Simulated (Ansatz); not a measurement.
# V2COS MXene monolayer in a perpendicular field

What dipole does a perpendicular field induce in the V2COS MXene monolayer? A positive field points along +c.

Program: Ansatz 0.2.0. Level of theory: plane-wave DFT, PBE-D3(BJ), Ansatz PAW. Values are calculated unless marked as measured.

This is a report of a sequence of runs, with the program logs left out and the cost of each run kept.

## 1. The system as given

The cell holds 5 atoms: 1 S, 2 V, 1 C and 1 O. Cell: a = 3.012 Å, b = 3.012 Å, c = 41.231 Å, α = 90.0°, β = 90.0°, γ = 120.0°. Vacuum lies along c.

## 2. Relaxing the slab

The starting cell is a guess, so the in-plane lattice and the atoms are relaxed first, with the slab cut off from its images along the normal.

Contents of input.yaml:

```yaml
crystal:
  lattice:
    - [3.012152, 0.0, 0.0]
    - [-1.506076, 2.6086001521, 0.0]
    - [0.0, 0.0, 41.2306167711]
  atoms:
    - { symbol: S, position: [0.3333333333, 0.6666666667, 0.4377814695] }
    - { symbol: V, position: [0.6666666667, 0.3333333333, 0.4788412314], spin: 2.0 }
    - { symbol: C, position: [0.0, 0.0, 0.5076672597] }
    - { symbol: V, position: [0.3333333333, 0.6666666667, 0.5364932881], spin: 2.0 }
    - { symbol: O, position: [0.6666666667, 0.3333333333, 0.5622185305] }
  periodic: [true, true, false]
magnetization:
  spin_polarized: true
kpoints:
  mp_grid: { grid: [12, 12, 1] }
hamiltonian:
  xc: pbe
  dispersion: d3bj
scf:
  occupations: { method: fermi_dirac, width: 0.05 }
  convergence: { dr2_threshold: 1.0e-09 }
relax:
  f_tol: 0.004
  max_steps: 90
  cell: {}
output:
  write_potential: true
  write_density: true
  volumetric_format: npy
```

Run with:

```sh
ansatz run input.yaml --threads 2 --pin off --max-ram 3072MiB --backend cpu --events-out ev --progress --plain --runs-dir out
```

Elapsed: 1.8 min, on 2 threads of Intel Xeon Platinum 8559C (Emerald Rapids), shared host; peak memory 0.81 GiB.

The steps of the relaxation:

| step | energy less that of the first step (eV) | largest force component (eV/Å) | volume (Å³) |
| --- | --- | --- | --- |
| 1 | 0.0000 | 1.4310 | 323.97 |
| 2 | -0.2962 | 0.6369 | 318.99 |
| 3 | -0.3425 | 0.1646 | 308.92 |
| 4 | -0.3436 | 0.0604 | 309.54 |
| 5 | -0.3437 | 0.0122 | 309.66 |
| 6 | -0.3437 | 0.0013 | 309.69 |
| 7* | -0.3391 | 0.0017 | 309.69 |
| 8 | -0.3392 | 0.0004 | 309.49 |
| 9* | -0.3392 | 0.0004 | 309.49 |

Relaxation steps marked * repeat the geometry before them on a plane-wave basis chosen anew for their cell, so energy and pressure can jump there.

Forces are held to the 6 operations that the program found; a distortion that breaks them can't arise in this run.

| cell as run | before | after | change |
| --- | --- | --- | --- |
| a (Å) | 3.012 | 2.944 | -2.3 % |
| b (Å) | 3.012 | 2.944 | -2.3 % |

The atoms that moved most (Å, along periodic axes as changes of fractional coordinates times the final cell, across vacuum about the mean position):

| atom | dx | dy | dz | length |
| --- | --- | --- | --- | --- |
| S1 | 0.000 | 0.000 | 0.132 | 0.132 |
| O5 | 0.000 | 0.000 | -0.109 | 0.109 |
| V2 | 0.000 | 0.000 | 0.057 | 0.057 |
| V4 | 0.000 | 0.000 | -0.041 | 0.041 |
| C3 | 0.000 | 0.000 | -0.039 | 0.039 |

Final coordinates:

```xyz
5
Lattice="2.9441 0.0000 0.0000 -1.4720 2.5496 0.0000 0.0000 0.0000 41.2306" Properties=species:S:1:pos:R:3
S     0.0000    1.6998   18.1817
V     1.4720    0.8499   19.8001
C     0.0000    0.0000   20.8927
V     0.0000    1.6998   22.0791
O     1.4720    0.8499   23.0713
```

This step gave:

- energy at zero smearing: -7549.6813 eV

The lattice constant a goes from 3.012 to 2.944 Å.

## 3. Atoms held, field 0

A sawtooth potential applies the field, turning back in the middle of the vacuum. With the dipole correction the typed value is the field outside the slab. The induced dipole is small, so the SCF threshold is tight.

The cell differs from the one that the last finished run ended in (c 41.231 → 22.890 Å).

Contents of input.yaml:

```yaml
crystal:
  lattice:
    - [2.9440816169, 0.0, 0.0]
    - [-1.4720408085, 2.5496494711, 0.0]
    - [0.0, 0.0, 22.8895611706]
  atoms:
    - { symbol: S, position: [0.3333333333, 0.6666666667, 0.3931923348] }
    - { symbol: V, position: [0.6666666667, 0.3333333333, 0.4638945475] }
    - { symbol: C, position: [0.0, 0.0, 0.5116304902] }
    - { symbol: V, position: [0.3333333333, 0.6666666667, 0.5634612837] }
    - { symbol: O, position: [0.6666666667, 0.3333333333, 0.6068076652] }
kpoints:
  mp_grid: { grid: [18, 18, 1] }
  band_path:
    path: [[0, 0, 0], [0.5, 0, 0], [0.33333333, 0.33333333, 0], [0, 0, 0]]
    npoints: 16
hamiltonian:
  xc: pbe
  dispersion: d3bj
scf:
  occupations: { method: fermi_dirac, width: 0.02585 }
  convergence: { dr2_threshold: 1.0e-10 }
efield:
  axis: 3
  dipole_correction: true
  ramp_position: 0.97
  ramp_width: 0.06
  amplitude: 0
output:
  dos: { projected: true, e_range: [-6, 5] }
  write_potential: true
  write_density: true
  volumetric_format: npy
  elf: true
```

It took 9.5 s on 2 threads; peak memory 0.55 GiB.

This step gave:

| Item | Value |
| --- | --- |
| energy at zero smearing | -7549.6820 eV |
| work function, upper face | 6.513 eV |
| work function, lower face | 5.230 eV |
| dipole along the normal | -0.05322 e·Å |
| step between the vacuum levels | 1.283 eV |

Running mean over a fixed 2.7 Å (it still follows the layers) of the planar mean; the ramp of the sawtooth is left out. Table of electron's electrostatic potential energy less the Fermi level by z:

| z (Å) | electron's electrostatic potential energy less the Fermi level (eV) |
| --- | --- |
| 3.5 | 5.23 |
| 4.0 | 5.23 |
| 4.5 | 5.23 |
| 5.0 | 5.23 |
| 5.5 | 5.22 |
| 6.0 | 5.19 |
| 6.5 | 5.04 |
| 7.0 | 4.32 |
| 7.5 | 2.06 |
| 8.0 | -0.722 |
| 8.5 | -2.94 |
| 9.0 | -5.45 |
| 9.5 | -8.21 |
| 10.0 | -9.65 |
| 10.5 | -9.92 |
| 11.0 | -10.1 |
| 11.5 | -11.0 |
| 12.0 | -11.1 |
| 12.5 | -10.9 |
| 13.0 | -9.64 |
| 13.5 | -6.99 |
| 14.0 | -3.95 |
| 14.5 | -0.557 |
| 15.0 | 2.76 |
| 15.5 | 5.31 |
| 16.0 | 6.34 |
| 16.5 | 6.49 |
| 17.0 | 6.51 |
| 17.5 | 6.51 |
| 18.0 | 6.51 |
| 18.5 | 6.51 |
| 19.0 | 6.51 |
| 19.5 | 6.51 |

The density of states has structure finer than the step of the table below, so its rows give means over 0.2 eV. Peaks (eV: height): -5.45: 14.1, -4.65: 9.79, -4.40: 8.87, -3.71: 11.3, -2.66: 9.38, 0.64: 9.41, 0.81: 16.1.

The density of states by energy, zero at the Fermi level; means over each step:

energy (eV), density of states (states/eV a cell) and a bar from the least value:
```
     -5.8        3.8 ###########
     -5.6        2.1 ####
     -5.4        5.8 #####################
     -5.2        3.6 ##########
     -5.0        3.4 ##########
     -4.8        4.0 #############
     -4.6        5.1 ##################
     -4.4        5.7 #####################
     -4.2        2.0 ###
     -4.0        3.6 ###########
     -3.8        4.3 ##############
     -3.6        5.1 ##################
     -3.4        5.1 ##################
     -3.2        3.7 ###########
     -3.0        2.8 #######
     -2.8        2.1 ###
     -2.6        4.2 #############
     -2.4        2.0 ###
     -2.2        2.0 ###
     -2.0        2.0 ###
     -1.8        1.4 
     -1.6        1.4 
     -1.4        1.6 #
     -1.2        1.4 
     -1.0        1.7 #
     -0.8        2.0 ###
     -0.6        2.5 ######
     -0.4        1.8 ##
     -0.2        1.5 #
      0.0        2.1 ####
      0.2        2.8 #######
      0.4        2.3 #####
      0.6        5.8 #####################
      0.8        7.7 ##############################
      1.0        2.0 ###
      1.2        3.1 ########
```

Projected DOS per atom over height of the atomic layer and energy from the Fermi level. Layers: S V C V O from below.

Ten even steps from '_' (0.08 states/eV) to '@' (4.13 states/eV), each cell a mean:
```
__..__..__
__==__@@__
__::__--__
__..__::__
______..__
__..__..__
__..__..__
__..______
....______
..________
..________
--..____..
..______..
......__..
::::::..--
........::
..______..
....::::==
__....::--
..__....::
....::..--
::__......
```
Columns: height of the atomic layer (Å) from 9 to 13.9 (not evenly spaced); rows upwards: energy from the Fermi level (eV) from -5.96 to 1.24.

The electronic bands at the labelled points (eV, zero at the Fermi level):

| point | band 18 | band 19 | band 20 | band 21 | band 22 | band 23 | band 24 | band 25 |
| --- | --- | --- | --- | --- | --- | --- | --- | --- |
| Γ | -2.27 | -0.75 | -0.75 | 0.11 | 0.42 | 0.42 | 0.60 | 0.60 |
| halfway | -3.21 | -2.20 | -1.28 | -1.03 | 0.29 | 0.65 | 1.20 | 1.66 |
| M | -3.32 | -2.69 | -1.24 | -1.22 | 0.60 | 0.84 | 1.40 | 1.41 |
| halfway | -3.69 | -3.04 | -2.76 | -0.37 | 0.68 | 0.80 | 1.41 | 1.53 |
| K | -3.92 | -3.41 | -3.31 | 0.21 | 0.38 | 0.98 | 1.29 | 1.49 |
| halfway | -3.22 | -2.42 | -2.08 | -0.46 | -0.05 | 0.87 | 1.31 | 1.54 |
| Γ | -2.27 | -0.75 | -0.75 | 0.11 | 0.42 | 0.42 | 0.60 | 0.60 |

ELF in the ca plane at fractional y = 0.333, with atoms of V and O within 0.2 Å of it. It is the smooth field of the valence electrons, not physical close to the nuclei.

Ten even steps from '0' (0.00) to '9' (0.84), each cell a mean:
```
00000012466523542342126998520000000000000000
00000000123227885121268789841000000000000000
00000000011138886111278479841000000000000000
00000000123226884122158899741000000000000000
00000013567632432452125887410000000000000000
00000147899862135763111232100000000000000000
00000258999874357873221000000000000000000000
00000146899852125763111343100000000000000000
```
Columns run along c (16.0 Å, from fractional 0.24 to 0.93 of the cell), rows up along a (2.9 Å). Atoms in or near the plane, at fractional coordinates: V at (0.46, 0.67), O at (0.61, 0.67).

Valence density in the ca plane at fractional y = 0.333, with atoms of V and O within 0.2 Å of it. It is the smooth field of the valence electrons, not physical close to the nuclei.

Values in units of 1e0 e/Å³, 5 rows by 16 columns, each cell a mean:
```
0.0 0.0 0.0 0.0 0.0 0.0 0.1 0.3 2.2 1.9 0.3 0.7 1.6 0.1 0.0 0.0
0.0 0.0 0.0 0.0 0.0 0.0 0.1 0.2 7.0 6.1 0.2 1.6 4.9 0.2 0.0 0.0
0.0 0.0 0.0 0.0 0.0 0.0 0.1 0.3 2.2 1.9 0.3 0.7 1.6 0.1 0.0 0.0
0.0 0.0 0.0 0.0 0.0 0.0 0.2 0.6 0.3 0.4 0.5 0.5 0.2 0.0 0.0 0.0
0.0 0.0 0.0 0.0 0.0 0.0 0.2 0.6 0.3 0.4 0.5 0.5 0.2 0.0 0.0 0.0
```
Columns run along c (16.0 Å, from fractional 0.08 to 0.78 of the cell), rows up along a (2.9 Å). Atoms in or near the plane, at fractional coordinates: V at (0.46, 0.67), O at (0.61, 0.67).

Electrostatic potential energy in the ca plane at fractional y = 0.333, with atoms of V and O within 0.2 Å of it. With pseudopotentials it is smooth inside the atoms' cores, unlike the true potential.

Ten even steps from '0' (-32 eV) to '9' (7 eV), each cell a mean:
```
99999999999999988874113688777558999999999999
99999999999999998850000478883004999999999999
99999999999999999850120378872002999999999999
99999999999999998861000578874005999999999999
99999999999999987775224777767669999999999999
99999999999999876677777776546789999999999999
99999999999999865578887776435789999999999999
99999999999999876677667777556789999999999999
```
Columns run along c (16.0 Å, from fractional 0.14 to 0.84 of the cell; values clipped at the 3rd and 97th percentile), rows up along a (2.9 Å). Atoms in or near the plane, at fractional coordinates: V at (0.46, 0.67), O at (0.61, 0.67).

The work function of the upper face is 6.51 eV.

## 4. Atoms held, field 0.1 V/Å

input.yaml, as its differences from that of step 3:

```diff
@@ -27,5 +27,4 @@
   ramp_width: 0.06
-  amplitude: 0
+  amplitude: 0.1
 output:
-  dos: { projected: true, e_range: [-6, 5] }
   write_potential: true
@@ -33,2 +32 @@
   volumetric_format: npy
-  elf: true
```

Elapsed: 11 s, on 2 threads; peak memory 0.54 GiB.

The dipole is -0.0264 e·Å, 0.0268 e·Å from its value without field.

## 5. Atoms held, field -0.1 V/Å

input.yaml, as its differences from that of step 4:

```diff
@@ -27,3 +27,3 @@
   ramp_width: 0.06
-  amplitude: 0.1
+  amplitude: -0.1
 output:
```

The job ended after 11 s (2 threads; peak memory 0.53 GiB).

The dipole is -0.0800 e·Å, -0.0268 e·Å from its value without field.

## 6. Response, atoms held

This step: plane-wave DFT, PBE-D3(BJ), Ansatz PAW; response to a field along the normal, atoms held (Ansatz 0.2.0).

The dipoles give the slope, and the difference of two potentials shows where the field is screened.

Numbers from this step:

```yaml
equivalent_conductor_thickness_p_eps_0ae: 6.462 Å
distance_between_the_outer_atoms: 4.890 Å
```

Table of dipole of the cell by applied field:

| applied field (V/Å) | dipole of the cell (e·Å) |
| --- | --- |
| -0.1000 | -0.0800 |
| 0.0000 | -0.0532 |
| 0.1000 | -0.0264 |

Local field over the applied field, running mean. From the potentials at -0.1 and 0.1 V/Å; running mean over 2.5 Å. The local field over applied field by z:

z (Å), local field over applied field and a bar:
```
      4.5      0.999 ##############################
      5.0      0.997 ##############################
      5.5      0.990 ##############################
      6.0      0.971 #############################
      6.5      0.921 ############################
      7.0      0.815 ########################
      7.5      0.656 ####################
      8.0      0.478 ##############
      8.5      0.296 #########
      9.0      0.149 ####
      9.5      0.064 ##
     10.0      0.028 
     10.5      0.015 
     11.0      0.016 
     11.5      0.020 
     12.0      0.020 
     12.5      0.036 #
     13.0      0.085 ##
     13.5      0.188 #####
     14.0      0.342 ##########
     14.5      0.522 ###############
     15.0      0.699 #####################
     15.5      0.848 #########################
     16.0      0.944 ############################
     16.5      0.983 #############################
     17.0      0.995 ##############################
     17.5      0.999 ##############################
     18.0      1.000 ##############################
     18.5      1.000 ##############################
```

Electrons, planar mean, per unit field. Induced electron density against z:

z (Å), induced electron density (e/Å³ per V/Å) and a bar from the least value:
```
      4.5    0.00000 ###############
      5.0    0.00001 ###############
      5.5    0.00004 ################
      6.0    0.00013 ################
      6.5    0.00038 #################
      7.0    0.00103 ###################
      7.5    0.00244 #########################
      8.0    0.00376 ##############################
      8.5    0.00201 #######################
      9.0    0.00102 ###################
      9.5    0.00045 #################
     10.0   -0.00073 #############
     10.5    0.00037 #################
     11.0   -0.00003 ###############
     11.5    0.00019 ################
     12.0   -0.00024 ##############
     12.5   -0.00022 ###############
     13.0   -0.00005 ###############
     13.5   -0.00150 ##########
     14.0   -0.00165 #########
     14.5   -0.00396 
     15.0   -0.00224 #######
     15.5   -0.00078 ############
     16.0   -0.00023 ##############
     16.5   -0.00006 ###############
     17.0   -0.00002 ###############
     17.5    0.00000 ###############
     18.0    0.00000 ###############
     18.5    0.00000 ###############
```

By hand: between -0.1 and 0.1 V/Å the dipole changes by 0.05361 e·Å, a slope of 0.2681 e·Å²/V. A perfect conductor of thickness t has p = ε₀AEt, so t = 180.95 × 0.2681 / 7.506 = 6.46 Å (e/ε₀ = 180.95 V·Å, A in Å²).

The induced dipole is that of a conductor 6.46 Å thick.

## 7. Summary of results

| Quantity | Value |
| --- | --- |
| gap without field | none |
| work function, upper face | 6.51 eV |
| step between the vacuum levels | 1.28 eV |
| equivalent conductor thickness, atoms held | 6.46 Å |

In words: The induced dipole equals that of a perfect conductor 6.46 Å thick, while the outer atoms lie 4.89 Å apart. The two faces differ: the vacuum level above lies 1.28 eV higher than the one below. There is no gap over 0.03 eV, with or without the field. The first relaxation ran with spin and lost its moment, and the later runs have none; other magnetic states were not tried. The MXene's terminations sit over the metal atoms of its far layer; the site over carbon or nitrogen, which some compounds prefer, was not run.

[Long decimals in the printed logs are rounded to 6 places.]

[Logs are printed without paths, hosts, clocks, repeated set-up lines and the standing remarks that a program may print on its own settings, such as how far it seeks lower states.]

[Hosts, paths, dates, database ids (printed as entryN), source tags and the programs' standing remarks are cut or masked in the printed files.]

[Maps of the electrostatic potential energy from Ansatz leave out the sawtooth potential of an applied field or a dipole correction, so their vacuum need not be flat; planar profiles and work functions include it.]

[The density of states shown here was stored with 400 of the rows of the run's finer table, so its peaks can read low, often by over a quarter, or be missed, and its means over a window can be off by a tenth or more.]
